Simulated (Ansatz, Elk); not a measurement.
# Bonding as seen by X-rays: BaScSnH

The structure of BaScSnH used here is made up (a known structure type with other elements) and was relaxed beforehand with PBEsol. The aim is the Fourier transform of its all-electron density, F(hkl), set beside the sum over free spherical atoms that refinements use.

Calculated with Elk 11.2.3 (patched build); DFT, PBE, all-electron APW+lo, Dirac cores, scalar-relativistic bands, static density, no spin.

This account leaves out most program logs.

The structure was built from a prototype and need not be the compound's stable phase.

## Step 1: The structure

The structure is hexagonal, space group P-6m2 (No. 187). The conventional cell has a = 4.970 Å, b = 4.970 Å, c = 4.542 Å, α = 90.00°, β = 90.00°, γ = 120.00°. Nearest to Ba lie 3 H at 2.87 Å. Sn has 3 Sc at 2.87 Å nearest. Nearest to Sc lie 2 H at 2.27 Å and 3 Sn at 2.87 Å. H has 2 Sc at 2.27 Å and 3 Ba at 2.87 Å nearest. Farther neighbours are not listed.

## Step 2: Ground state and structure factors

An all-electron density is needed, since X-rays see the cores too. Task 0 finds the density and task 195 Fourier-transforms it; tshift is off so that phases refer to the origin typed.

elk.in reads:

```
tasks
  0
  195

xctype
  20

spinpol
  .false.

rgkmax
  7.0

gmaxvr
  14.0

lmaxo
  7

lmaxapw
  8

swidth
  0.002

tshift
  .false.

ramdisk
  .false.

hmaxvr
  5.5

maxscl
  120

epspot
  1e-06

sppath
  './'

avec
  9.39194313757 -0.00000000000 -0.00000000000
  -4.69597156879 8.13366134804 0.00000000000
  -0.00000000000 -0.00000000000 8.58305419483

atoms
  4
  'Ba.in'
  1
  -0.0000000000 -0.0000000000 0.9628802182   0.000000 0.000000 0.000000
  'Sn.in'
  1
  0.3333333333 0.6666666667 0.4628993151   0.000000 0.000000 0.000000
  'Sc.in'
  1
  0.6666666667 0.3333333333 0.4628852605   0.000000 0.000000 0.000000
  'H.in'
  1
  0.6666666667 0.3333333333 0.9628352063   0.000000 0.000000 0.000000

ngridk
  5 5 5
```

Started as:

```sh
OMP_NUM_THREADS=4 elk
```

Run time: 48 s. Hardware: 4 threads of Arm Neoverse V2, shared host; peak memory 0.2 GiB; 2.5 min of CPU time.

SFACRHO.OUT:

```text

h k l indices transformed by vhmat matrix:
   1.000000000       0.000000000       0.000000000    
   0.000000000       1.000000000       0.000000000    
   0.000000000       0.000000000       1.000000000    

      h      k      l  multipl.   |H|            Re(F)            Im(F)           |F|

      0      0      0      1   0.0000000       128.00000      0.14309112E-16   128.00000    
      0      0     -1      1  0.73204540      -12.234293      -2.8997636       12.573248    
      0      0      1      1  0.73204540      -12.234293       2.8997636       12.573248    
      0     -1      0      3  0.77249163       18.070414       23.285042       29.474278    
     -1      0      0      3  0.77249163       18.070414      -23.285042       29.474278    
      0      1      1      3   1.0642527       79.751488       5.2916227       79.926849    
      0     -1      1      3   1.0642527       68.860187      -40.588769       79.932306    
     -1      1     -1      3   1.0642527       79.751488      -5.2916226       79.926849    
      1     -1     -1      3   1.0642527       68.860187       40.588769       79.932306    
      1     -2      0      6   1.3379948       100.17422     -0.15533258E-07   100.17422    
      0      0     -2      1   1.4640908       87.106905       43.849307       97.521150    
      0      0      2      1   1.4640908       87.106905      -43.849307       97.521150    
     -1      2     -1      6   1.5251624      -9.1816533      -2.1757250       9.4359173    
      1      1      1      6   1.5251624      -9.1816533       2.1757250       9.4359173    
      2     -2      0      3   1.5449833       16.179017       20.336129       25.986895    
      2      0      0      3   1.5449833       16.179017      -20.336129       25.986895    
      1      0      2      3   1.6553867       23.025856       10.907663       25.478759    
      1     -1      2      3   1.6553867       4.9576660      -25.008456       25.495124
```

Elk indexes on the primitive cell of elk.in and gives |H| = 4π sin θ/λ in inverse bohr. Below, one row stands for each form hkl of the conventional cell (m members, Friedel mates merged), F is for one primitive cell and the density is static (no thermal factor). Free-atom factors are Waasmaier and Kirfel's, and R is Σm||F|−|F'||/Σm|F|.

```
hkl   m  sin θ/λ (Å⁻¹)  abs F, DFT  neutral atoms   diff.  abs of complex diff.
001   2          0.110      12.573         12.522  +0.051                 0.051
100   6          0.116      29.474         29.463  +0.011                 0.033
101  12          0.160      79.927         79.887  +0.039                 0.221
110   6          0.201     100.174        100.320  -0.146                 0.146
002   2          0.220      97.521         97.411  +0.110                 0.110
111  12          0.229       9.436          9.797  -0.361                 0.361
200   6          0.232      25.987         26.120  -0.133                 0.354
102  12          0.249      25.479         25.628  -0.150                 0.170
201  12          0.257      69.116         69.308  -0.193                 0.193
112  12          0.298      86.284         86.289  -0.004                 0.004
210  12          0.307      23.927         24.050  -0.123                 0.125
202  12          0.320      23.696         23.720  -0.024                 0.046
211  24          0.327      62.635         62.661  -0.027                 0.028
003   2          0.330       7.767          7.727  +0.040                 0.040
300   6          0.348      80.006         79.982  +0.024                 0.024
103  12          0.350      60.576         60.614  -0.038                 0.048
301  12          0.365       6.983          6.977  +0.007                 0.013
212  24          0.378      22.292         22.336  -0.044                 0.045
```

## Step 3: The highest occupied states alone

An energy window below the Fermi level keeps the highest occupied states, to see at which angles they scatter; shallow core shells can lie inside it and anion s states outside. No new self-consistency is needed.

Changes to elk.in since step 2:

```diff
@@ -1,3 +1,2 @@
 tasks
-  0
   195
@@ -40,2 +39,5 @@
 
+wsfac
+  -0.199600 0.541390
+
 sppath
```

Started as:

```sh
OMP_NUM_THREADS=4 elk
```

Elapsed: 12 s, on 4 threads; peak memory 0.16 GiB.

States within 12 eV below the Fermi level hold 10.00 electrons; any levels below the window count with the cores. Their amplitudes can exceed the total, where window and core parts have opposite phase:

```
hkl  sin θ/λ (Å⁻¹)  abs F, window  abs F, all
001          0.110          1.986      12.573
100          0.116          1.596      29.474
101          0.160          0.949      79.927
110          0.201          0.974     100.174
002          0.220          0.997      97.521
111          0.229          0.514       9.436
200          0.232          0.869      25.987
102          0.249          0.747      25.479
201          0.257          0.191      69.116
112          0.298          0.380      86.284
```

## Step 4: Another functional

The difference from free atoms is small, so it is set against the change that LDA (Perdew-Wang) makes.

Changes to elk.in since step 3:

```diff
@@ -1,2 +1,3 @@
 tasks
+  0
   195
@@ -4,3 +5,3 @@
 xctype
-  20
+  3
 
@@ -39,5 +40,2 @@
 
-wsfac
-  -0.199600 0.541390
-
 sppath
```

Started as:

```sh
OMP_NUM_THREADS=4 elk
```

It took 24 s on 4 threads; peak memory 0.16 GiB; 74 s of CPU time.

Against the first run R = 0.02 %; the largest change is -0.045 at 112.

## Step 5: A coarser k-mesh

About half the k-points along each axis test the sampling.

Changes to elk.in since step 4:

```diff
@@ -5,3 +5,3 @@
 xctype
-  3
+  20
 
@@ -64,2 +64,2 @@
 ngridk
-  5 5 5
+  2 2 2
```

Started as:

```sh
OMP_NUM_THREADS=4 elk
```

Wall time 24 s (4 threads); peak memory 0.2 GiB; 46 s of CPU time.

Against the first run R = 0.02 %; the largest change is -0.046 at 002.

## Step 6: Basis size

A smaller basis shows how fast F responds to it; the change is likely larger than the basis error of the first run, but doesn't show convergence.

Changes to elk.in since step 5:

```diff
@@ -11,3 +11,3 @@
 rgkmax
-  7.0
+  5.5
 
@@ -64,2 +64,2 @@
 ngridk
-  2 2 2
+  5 5 5
```

Started as:

```sh
OMP_NUM_THREADS=4 elk
```

Elapsed: 34 s, on 4 threads; peak memory 0.22 GiB; 93 s of CPU time.

Against the first run R = 0.01 %; the largest change is +0.027 at 301.

## Step 7: Settings against the effect

```
              run  R against the first run (%)  R against neutral atoms, low angle (%)  wall time
    PBE, rgkmax 7                         0.00                                    0.25       48 s
LDA (Perdew-Wang)                         0.02                                    0.25       24 s
     k-mesh 2×2×2                         0.02                                    0.28       24 s
       rgkmax 5.5                         0.01                                    0.25       34 s
```

## Step 8: Summary of results

```yaml
r_against_neutral_atoms_sin_theta_lambda_0p3_a_minus1: 0.25 %
r_against_neutral_atoms_0p3_to_0p83_a_minus1: 0.13 %
```

Independent neutral atoms miss the calculated amplitudes by R = 0.25 % below 0.3 Å⁻¹ and 0.13 % from there to 0.83 Å⁻¹; by shells, 0.08 % below 0.15 Å⁻¹ (2 forms), 0.26 % 0.15 to 0.3 (8 forms), 0.09 % 0.3 to 0.45 (16 forms), 0.14 % above 0.45 (97 forms). Bonding, aspherical density and the tables' own atoms all enter these figures, and the runs don't part them. The largest change of an amplitude is -0.36 electrons, at 111. R counts amplitudes alone; phases shift too. The window's part falls from 10.0 electrons at the origin to at most 0.23 between 0.45 and 0.83 Å⁻¹. Below 0.3 Å⁻¹ the changes that finished (LDA (Perdew-Wang), k-mesh 2×2×2 and rgkmax 5.5) move F by R = 0.04 % at most, against the 0.25 % that separates it from free atoms. Part of the difference isn't bonding: the tables are fits to free atoms and ions calculated by other methods than this functional. Thermal motion, anomalous dispersion and extinction are left out.

[Logs are printed without paths, hosts, clocks, repeated set-up lines and the standing remarks that a program may print on its own settings, such as how far it seeks lower states.]

[Hosts, paths, dates, database ids (printed as entryN), source tags and the programs' standing remarks are cut or masked in the printed files.]
